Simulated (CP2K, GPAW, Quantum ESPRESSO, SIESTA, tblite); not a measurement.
**A faulty CP2K run on glassy nearly rigid 61SiO2-11SrO-15BaO-13ZnO (mol %) at 1500 K (120 atoms)**

Program: CP2K 2026.2, a calculation on a cell of 28 Si, 5 Sr, 7 Ba, 6 Zn and 74 O, 15.4 Å³ an atom.

Input file input.inp:

```
&GLOBAL
  PROJECT cell
  RUN_TYPE ENERGY_FORCE
  PRINT_LEVEL LOW
&END GLOBAL
&FORCE_EVAL
  METHOD QS
  STRESS_TENSOR ANALYTICAL
  &DFT
    BASIS_SET_FILE_NAME BASIS_MOLOPT
    POTENTIAL_FILE_NAME GTH_POTENTIALS
    &MGRID
      CUTOFF 800
      REL_CUTOFF 50
      NGRIDS 5
    
    &QS
      EPS_DEFAULT 1.0E-12
    &END QS
    &SCF
      SCF_GUESS ATOMIC
      EPS_SCF 1.0E-06
      MAX_SCF 25
      &OT
        MINIMIZER CG
        PRECONDITIONER FULL_ALL
        ENERGY_GAP 0.001
      &END OT
      &OUTER_SCF
        EPS_SCF 1.0E-06
        MAX_SCF 2
      &END OUTER_SCF
      &PRINT
        &RESTART OFF
        &END RESTART
      &END PRINT
    &END SCF
    &XC
      &XC_FUNCTIONAL PBE
      &END XC_FUNCTIONAL
    &END XC
    &PRINT
      &MULLIKEN ON
      &END MULLIKEN
      &HIRSHFELD ON
        SHAPE_FUNCTION DENSITY
      &END HIRSHFELD
      &MO_CUBES
        NHOMO 1
        NLUMO 4
        WRITE_CUBE F
      &END MO_CUBES
    &END PRINT
  &END DFT
  &SUBSYS
    &CELL
      A 12.26840 0.00000 0.00000
      B 0.00000 12.26840 0.00000
      C 0.00000 0.00000 12.26840
    &END CELL
    &COORD
      Si 7.28228 6.76860 0.46878
      Si 2.16427 6.41490 3.48398
      Si 9.45170 0.87388 6.00869
      Si 0.74113 9.02365 7.62444
      Si 0.56238 11.24988 9.75792
      Si 6.32657 1.27064 1.01067
      Si 3.10660 4.55133 10.62370
      Si 3.33296 9.36337 10.84269
      Si 2.57268 6.87865 0.13704
      Si 5.89938 11.56910 10.87250
[... 106 atom lines left out ...]
      O 7.71658 3.38093 9.15321
      O 4.31443 2.74579 4.61194
      O 2.25199 6.60457 1.79008
      O 1.55257 7.55513 8.06819
    &END COORD
    &KIND Si
      BASIS_SET DZVP-MOLOPT-SR-GTH-q4
      POTENTIAL GTH-PBE-q4
    &END KIND
    &KIND Sr
      BASIS_SET DZVP-MOLOPT-SR-GTH-q10
      POTENTIAL GTH-PBE-q10
    &END KIND
    &KIND Ba
      BASIS_SET DZVP-MOLOPT-SR-GTH-q10
      POTENTIAL GTH-PBE-q10
    &END KIND
    &KIND Zn
      BASIS_SET DZVP-MOLOPT-SR-GTH-q12
      POTENTIAL GTH-PBE-q12
    &END KIND
    &KIND O
      BASIS_SET DZVP-MOLOPT-SR-GTH-q6
      POTENTIAL GTH-PBE-q6
    &END KIND
  &END SUBSYS
  &PRINT
    &FORCES ON
    &END FORCES
    &STRESS_TENSOR ON
    &END STRESS_TENSOR
  &END PRINT
&END FORCE_EVAL
```

On the command line:

```
OMP_NUM_THREADS=1 mpirun -np 4 cp2k.psmp -i input.inp > output.txt
```

Log:

```text
Possible matches for unknown subsection
 QS
   keyword NGRIDS in section %__ROOT__%FORCE_EVAL%DFT%MGRID score:  105
   keyword NGRIDS in section %__ROOT__%FORCE_EVAL%PROPERTIES%TDDFPT%MGRID score:  105
   keyword NGRIDS in section %__ROOT__%FORCE_EVAL%PROPERTIES%RIXS%TDDFPT%MGRID score:  105
   keyword CUTOFF in section %__ROOT__%FORCE_EVAL%DFT%MGRID score:  104
   subsection RS_GRID in section %__ROOT__%FORCE_EVAL%DFT%MGRID score:  104
 *   ___                                                                       *
 *  /   \                                                                      *
 * [ABORT]                                                                     *
 *  \___/                 unknown subsection QS of section MGRID               *
 *    |                                                                        *
 *  O/|                                                                        *
 * /| |                                                                        *
```

It took 0.8 s on 4 MPI ranks of Arm Neoverse V1, shared host; peak memory 0.56 GiB.

Banners, paths, timers and routine set-up lines are dropped from the logs unmarked, and long logs keep their key lines alone; longer cuts are marked.

Q: Find the fault and mend it.

A section left open: &END MGRID left out. Mend: put back the line &END MGRID.

The program stopped at the start.

[Also dropped from logs without a mark: logging warnings of Python, and SIESTA's first energy breakdown and zero terms.]

[Logs are printed without paths, hosts, clocks, repeated set-up lines and the standing remarks that a program may print on its own settings, such as how far it seeks lower states.]

[Hosts, paths, dates, database ids (printed as entryN), source tags and the programs' standing remarks are cut or masked in the printed files.]
